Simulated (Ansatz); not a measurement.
# InH (model cell, started as CsCl type): from the cell to its phonons, part 2 of 3

Wanted: phonon frequencies of InH (model cell, started as CsCl type) and what follows from them.

Ansatz 0.2.0; DFT PBE, scalar-relativistic, plane waves, PAW.

So far. Step 3 (Tight relaxation): The forces vanish by symmetry and the pressure is -0.005 GPa, within the tolerances set. The cell now holds 16.00 Å³/atom. The relaxed cell has a = 3.175 Å (conventional setting).

The structure was built from a prototype and need not be the compound's stable phase.

## 4. Linear response at the zone centre

The zone centre comes first: it holds the modes that light can see, as far as symmetry allows. No field response is asked, since the mesh shows no gap.

Input file input.yaml:

```yaml
crystal:
  lattice:
    - [3.1749981601, 0.0, 0.0]
    - [0.0, 3.1749981601, 0.0]
    - [0.0, 0.0, 3.1749981601]
  atoms:
    - { symbol: In, position: [0.0, 0.0, 0.0] }
    - { symbol: H, position: [0.5, 0.5, 0.5] }
kpoints:
  mp_grid: { grid: [12, 12, 12] }
hamiltonian:
  xc: pbe
scf:
  occupations: { method: methfessel_paxton, width: 0.15 }
output:
  eigenvalues: true
phonons:
  method: dfpt
```

Run with:

```
$ ansatz run input.yaml --threads 4 --pin off --max-ram 7168MiB --backend cpu --events-out ev --progress --plain --runs-dir out
```

Numbers of over 12 decimals in the logs are rounded to 6 here.

What it wrote:

```text
[...]
Crystal: 2 atoms, lattice volume = 32.006 Å³
Basis set: ecut = 420 eV, 619 PW (Γ), exchange–correlation on 48×48×48 points (8 copies of the dense FFT grid, shifted against one another)
Bands: 11, of which v1, the nominal top of the filled ones, is band 7 counted from 1 (6 counted from 0)
Symmetry: 48 space group operations
k-points: 196 of 1728 (irreducible under 8 space group operations, time reversal used)
[...]
SCF iter   1: F=—  HF=-5612.605708 eV  |F-HF|=—  |Δ(HF+E_count)|=         —  Δρ=1.93e-3  dr2=1.69e-3  ethr=1.77e-3  ⟨swp⟩=5.0  Hψ=12198  notcnv=0
[...]
SCF iter   7: F=-5612.604739 eV  HF=-5612.604739 eV  |F-HF|=9.09e-13  |Δ(HF+E_count)|=  1.63e-10  S|Δr|=    0.00e0  Δρ=6.24e-8  dr2=5.66e-13  ethr=1.00e-12  ⟨swp⟩=6.1  Hψ=9213  notcnv=0
SCF 1 converged in 7 iterations: F = -5612.604739 eV  dr2 = 5.66e-13
[...]
DFPT response loops at Γ: preconditioner auto → Kerker (q_TF=auto, 2.377 Å⁻¹) (partly filled bands, converged f_vac=0.000); β = 1.00, the filter's whole step (`scf.mixing.beta` (0.50) is not read by the response loops under this deck's `scf.mixing.preconditioner`; to damp them name `kerker` or `kerker_dos`, under which they read `scf.mixing.beta`, and type it under 1.00, their step now; both keys bind the ground state too); Broyden in place of MSR1
SCF converged after 7 iterations
[...]
Free energy (F): -5612.604739 eV
[...]
Internal energy: -5612.605371 eV  (E = F + TS)
E sigma→0 (E₀):  -5612.604897 eV
Entropy (-TS):   0.000632 eV (0.316 meV/atom)
Fermi energy:    8.221120 eV
[...]
--- Band table (eV; the first three rows and the last of 196) ---
  k-point 0: bands = [... 3 lower, -6.1939, -6.1939, -1.3108, 10.4287, 14.2470, 14.2470, 14.2470, 17.6213]
  k-point 1: bands = [... 3 lower, -6.2039, -6.1931, -1.2021, 10.0331, 13.7002, 14.3708, 14.3708, 17.6932]
  k-point 2: bands = [... 3 lower, -6.2309, -6.1908, -0.8743, 8.8746, 13.1618, 14.7348, 14.7348, 17.9098]
  k-point 195: bands = [... 3 lower, -6.0398, -6.0398, 6.9288, 9.7153, 9.8973, 9.8973, 9.8973, 13.9950]
--- Phonons (Γ-DFPT): 2 representative perturbations + reference, on 196 of 1728 k-points (Σ response iterations 6) ---
  k mesh reduced under 8 symmetry operations, with k and −k counted as one. Each operation leaves every solved perturbation unchanged. A smaller set is not used because it would not reduce the number of displacements times k-points to solve
  ASR residual: 1.829e-5 → 0.000e0 eV/Å²; symmetrization residual: 3.345e-7 eV/Å²
  ASR residual per site (eV/Å²): 1.83e-5 1.69e-5
  Γ frequencies (cm⁻¹): -528.58 -528.58 -528.58 0.00 0.00 0.00
  non-analytic LO–TO correction: not included (Born effective charges unavailable; polar crystals: no LO–TO splitting at Γ)
```

The job ended after 5.2 s (4 threads of Arm Neoverse V1, shared host; peak memory 0.49 GiB).

In the SCF lines HF is the Harris–Foulkes energy and dr2 the Hartree energy of the density residual, in eV; the loop may stop once dr2 is under the threshold and the program's other checks hold. Hψ counts applications of the Hamiltonian.

Numbers from this step:

```
sum-rule residual before enforcement                    : 1.83e-5 eV/Å²
point group                                             : m-3m
highest optical mode at the zone centre (no LO-TO term) : -528.6 cm⁻¹
lowest optical zone-centre mode                         : -528.6 cm⁻¹
```

Patterns of degenerate modes are one choice out of their space. Modes at Γ, with each element's share of the kinetic energy (negative means imaginary):

```
mode  frequency (cm⁻¹)  symmetry  In %  H %
   1            -528.6       T1u     1   99
   2            -528.6       T1u     1   99
   3            -528.6       T1u     1   99
   4               0.0  acoustic    99    1
   5               0.0  acoustic    99    1
   6               0.0  acoustic    99    1
```

Displacements in mode 3 (-528.6 cm⁻¹), the largest set to 1:
```
In1  0.00  0.00 -0.01
H2   0.00  0.00  1.00
```

Before it was imposed, the acoustic sum rule was missed by 1.8e-5 eV/Å². Small misses are needed for a sound result but don't prove that mesh and cutoff are converged. The lowest optical mode is imaginary, 528.6i cm⁻¹, so the energy falls along it.

## 5. The dispersion

Stability and thermal properties need the whole zone. Linear response on a 4×4×4 q mesh gives force constants as far as a supercell of that size would.

input.yaml, as its differences from that of step 4:

```diff
@@ -18 +18,8 @@
   method: dfpt
+  qmesh: [4, 4, 4]
+  temperatures: { t_max: 1000, t_step: 50 }
+  qpath:
+    path:
+      - [[0.0, 0.0, 0.0], [0.0, 0.5, 0.0], [0.5, 0.5, 0.0], [0.0, 0.0, 0.0], [0.5, 0.5, 0.5], [0.0, 0.5, 0.0]]
+      - [[0.5, 0.5, 0.5], [0.5, 0.5, 0.0]]
+    npoints: 10
```

What it wrote:

```text
[...]
Crystal: 2 atoms, lattice volume = 32.006 Å³
Basis set: ecut = 420 eV, 619 PW (Γ), exchange–correlation on 48×48×48 points (8 copies of the dense FFT grid, shifted against one another)
Bands: 11, of which v1, the nominal top of the filled ones, is band 7 counted from 1 (6 counted from 0)
Symmetry: 48 space group operations
k-points: 84 of 1728
[...]
SCF iter   1: F=—  HF=-5612.605714 eV  |F-HF|=—  |Δ(HF+E_count)|=         —  Δρ=1.94e-3  dr2=1.71e-3  ethr=1.77e-3  ⟨swp⟩=5.0  Hψ=5249  notcnv=0
[...]
SCF iter   7: F=-5612.604739 eV  HF=-5612.604739 eV  |F-HF|=1.82e-12  |Δ(HF+E_count)|=  4.18e-11  S|Δr|=    0.00e0  Δρ=1.31e-7  dr2=1.77e-12  ethr=1.00e-12  ⟨swp⟩=6.1  Hψ=3959  notcnv=0
SCF 1 converged in 7 iterations: F = -5612.604739 eV  dr2 = 1.77e-12
[...]
SCF iter   1: F=—  HF=-5612.604739 eV  |F-HF|=—  |Δ(HF+E_count)|=         —  Δρ=6.69e-7  dr2=6.84e-11  ethr=6.75e-8  ⟨swp⟩=3.3  Hψ=7803  notcnv=0
eigensolver tolerance schedule: the retry pair's looser diagonalisation over-reported the residual by 138234.33 of it (diagonalisation noise at an unbounded share of the residual, at the tolerance the schedule requests for it); recorded, not acted on — ethr = c·dr2/N_el stays at c = 1.0e-1
[...]
SCF iter   2: F=—  HF=-5612.604739 eV  |F-HF|=—  |Δ(HF+E_count)|=   3.59e-7  S|Δr|=    0.00e0  Δρ=5.10e-7  dr2=5.45e-11  ethr=1.00e-12  ⟨swp⟩=2.8  Hψ=1913  notcnv=0
[...]
SCF iter   4: F=-5612.604739 eV  HF=-5612.604739 eV  |F-HF|=1.82e-12  |Δ(HF+E_count)|=  4.55e-12  S|Δr|=    0.00e0  Δρ=7.10e-8  dr2=9.17e-13  ethr=1.00e-12  ⟨swp⟩=2.8  Hψ=2787  notcnv=0
SCF 2 converged in 4 iterations: F = -5612.604739 eV  dr2 = 9.17e-13
phonons: the bands overlap, so this run is a metal and interpolates without the dipole-dipole term. If the crystal is really an insulator or semiconductor, its LO-TO splitting is missing
NSCF: frozen V_eff on 84 k-points
[...]
DFPT response loops at q = (0, 0, 0) (fractional): preconditioner auto → Kerker (q_TF=auto, 2.377 Å⁻¹) (partly filled bands, converged f_vac=0.000); β = 1.00, the filter's whole step (`scf.mixing.beta` (0.50) is not read by the response loops under this deck's `scf.mixing.preconditioner`; to damp them name `kerker` or `kerker_dos`, under which they read `scf.mixing.beta`, and type it under 1.00, their step now; both keys bind the ground state too); Broyden in place of MSR1
[...]
SCF converged after 7 iterations
[...]
Free energy (F): -5612.604739 eV
[...]
Internal energy: -5612.605371 eV  (E = F + TS)
E sigma→0 (E₀):  -5612.604897 eV
Entropy (-TS):   0.000632 eV (0.316 meV/atom)
Fermi energy:    8.221120 eV
[...]
--- Band table (eV; the first three rows and the last of 84) ---
  k-point 0: bands = [... 3 lower, -6.1939, -6.1939, -1.3108, 10.4287, 14.2470, 14.2470, 14.2470, 17.6213]
  k-point 1: bands = [... 3 lower, -6.2039, -6.1931, -1.2021, 10.0331, 13.7002, 14.3708, 14.3708, 17.6932]
  k-point 2: bands = [... 3 lower, -6.2309, -6.1908, -0.8743, 8.8746, 13.1618, 14.7348, 14.7348, 17.9098]
  k-point 83: bands = [... 3 lower, -6.0398, -6.0398, 6.9288, 9.7153, 9.8973, 9.8973, 9.8973, 13.9950]
--- Phonons (Γ-DFPT): 2 representative perturbations + reference (Σ response iterations 6) ---
  ASR residual: 8.196e-5 → 0.000e0 eV/Å²; symmetrization residual: 3.856e-7 eV/Å²
  ASR residual per site (eV/Å²): 8.20e-5 1.75e-5
  Γ frequencies (cm⁻¹): -528.58 -528.58 -528.58 0.00 0.00 0.00
--- Phonons (arbitrary-q DFPT): 10 irreducible q on the 4×4×4 mesh ---
  q = [0.0000, 0.0000, 0.0000] (star 1, of the zone-centre solve; hermiticity 7.51e-7, symmetrization 5.92e-12): -528.58 -528.58 -528.58 -0.00 0.00 0.00
  q = [0.0000, 0.0000, 0.2500] (star 6, 4 solved perturbations in 1848 linear systems a pass and spin channel, the states on 588 of 1728 k-point pairs; hermiticity 2.55e-7, symmetrization 3.60e-12): -317.43 -317.43 -82.00 -29.46 -29.46 89.21
[...]
q = [0.0000, 0.2500, -0.5000] (star 12, 6 solved perturbations on 588 of 1728 k-point pairs; hermiticity 1.79e-7, symmetrization 2.37e-14): -383.66 -208.09 -64.24 70.48 115.22 148.05
[...]
sum rule: each row above includes the acoustic sum rule's correction from the zone centre's row sums; it moved no ω² by more than (2.17 cm⁻¹)²
  mesh force constants: q→R imaginary residual 1.38e-18; ASR residual 8.196e-5 → 0.000e0 eV/Å²; symmetrization residual 1.110e-15 eV/Å²
  interpolated dispersion: 62 rows × 6 modes
  density of states and harmonic sums: on the 20×20×20 q-mesh, interpolated from the force constants of a 4×4×4 supercell (no non-analytic term)
  largest difference from the sums on the solved wave vectors: F 2.24e-2 eV, S 3.12e-5 and C_V 1.16e-5 eV/K
  zero-point energy: 0.016961 eV/cell   skipped modes (ω ≤ 0): 903, of them read as no rigid motion or as one in doubt: 900 (3.071e0 modes/cell left out, lowest -528.58 cm⁻¹)   left out of the sums: 5.12e-1 of the cell's modes: C_V's classical limit lies that fraction below 3 k_B per atom; for a crystal, a wire or a layer, F and S can be off by more, and a phonons.interpolated_qmesh denser along its periods is the remedy for the sampling
```

The job ended after 2.2 min (4 threads; peak memory 1.1 GiB).

This step gave:

```
sum-rule residual before enforcement                    : 8.20e-5 eV/Å²
lowest frequency on the path                            : -528.6 cm⁻¹
highest frequency on the path or at a solved wavevector : 276.1 cm⁻¹
lowest mode on the q mesh (acoustic modes at Γ apart)   : -528.6 cm⁻¹
```

Frequencies (cm⁻¹) solved at each irreducible wavevector; negative means imaginary. Frequencies by wavevector, by row:

```
q in reciprocal lattice units  star  mode 1  mode 2  mode 3  mode 4  mode 5  mode 6
                        0 0 0     1  -528.6  -528.6  -528.6       0       0       0
                     0 0 0.25     6  -317.4  -317.4     -82   -29.5   -29.5    89.2
                     0 0 -0.5     3  -147.1  -147.1     -61     -61   114.7   124.1
                  0 0.25 0.25    12  -402.9  -126.1    36.7    38.6    73.5   103.7
                  0 0.25 -0.5    12  -383.7  -208.1   -64.2    70.5   115.2   148.1
                  0 -0.5 -0.5     3  -396.7  -396.7   -67.7   107.7   107.7   276.1
               0.25 0.25 0.25     8  -274.5  -274.5    71.4      72      72   233.1
               0.25 0.25 -0.5    12  -315.1  -261.7  -179.2    40.6    68.3   109.2
               0.25 -0.5 -0.5     6  -360.9  -360.9  -170.9    26.4   101.8   101.8
               -0.5 -0.5 -0.5     1  -209.1  -209.1  -209.1    89.8    89.8    89.8
```

Interpolated from a 4×4×4 q mesh. The phonon branches at the labelled points (cm⁻¹):

```
    point  branch 1  branch 2  branch 3  branch 4  branch 5  branch 6
        Γ      -529      -529      -529         0         0         0
  halfway      -317      -317       -82       -30       -30        89
        X      -147      -147       -61       -61       115       124
  halfway      -384      -208       -64        70       115       148
        M      -397      -397       -68       108       108       276
  halfway      -403      -126        37        39        74       104
        Γ      -529      -529      -529         0         0         0
  halfway      -274      -274        71        72        72       233
        R      -209      -209      -209        90        90        90
  halfway      -315      -262      -179        41        68       109
        X      -147      -147       -61       -61       115       124
jump to R      -209      -209      -209        90        90        90
  halfway      -361      -361      -171        26       102       102
        M      -397      -397       -68       108       108       276
```

The phonon branches as a text plot (rows in cm⁻¹):

```
    259 |             ***                                       *
    226 |            *   *             **                      *
    192 |     *     *     *
    159 |    * *                                              *
    125 |      ********    **            **         ******
     92 |   ***    ***********           ***********      *******
     58 |  *     * *         ***     ******       ****     **
     25 |**       *          *  ** ****             * ***    *
     -9 |***                  *****                  *
    -42 |   ****              *                       ***     *
    -76 |   *   *************                         ** *     **
   -109 |                    *                       *  *
   -143 |      ****        **                          ***
   -177 |          *                       *        * *      *
   -210 |     *                               ***    *    ***
   -244 |    *            *   **            **  ****   *
   -277 |         * *                   *****    ****
   -311 |   *        *              *  *          *****    *
   -344 |          *  *  *     *     **                     **
   -378 |  *            *     * *                             *
   -411 |           ********** *    *                          **
   -445 | **                    *
   -478 | *                      * *
   -512 |*                       ***
         Γ      X      M          Γ            R        X|R     M
```

The phonon density of states has structure finer than the step of the table below, so its rows give means over 25 cm⁻¹, whole bins alone (the curve runs from -525 to 275 cm⁻¹). Peaks (cm⁻¹: height): -325.0: 0.0126, -65.0: 0.0170, 95.0: 0.0404.

Tetrahedra on a 20×20×20 mesh, mean over bins of 10 cm-1. Interpolated from a 4×4×4 q mesh. The phonon density of states by wavenumber; means over each step:

```
wavenumber (cm⁻¹)  phonon density of states (1/cm⁻¹/cell)
             -500                                  2.8e-4
             -475                                  4.6e-4
             -450                                  6.5e-4
             -425                                 0.00178
             -400                                 0.00736
             -375                                 0.00857
             -350                                 0.00948
             -325                                  0.0115
             -300                                 0.00922
             -275                                 0.00677
             -250                                 0.00647
             -225                                 0.00735
             -200                                 0.00602
             -175                                 0.00527
             -150                                 0.00487
             -125                                 0.00261
             -100                                 0.00177
              -75                                 0.00677
              -50                                  0.0133
              -25                                 0.00842
                0                                 0.00718
               25                                 0.00965
               50                                  0.0164
               75                                  0.0247
              100                                  0.0347
              125                                  0.0123
              150                                 0.00617
              175                                 0.00457
              200                                 0.00278
              225                                 0.00181
              250                                  7.1e-4
```

(Part 2 of 3 ends here.)

[Logs are printed without paths, hosts, clocks, repeated set-up lines and the standing remarks that a program may print on its own settings, such as how far it seeks lower states.]

[Hosts, paths, dates, database ids (printed as entryN), source tags and the programs' standing remarks are cut or masked in the printed files.]
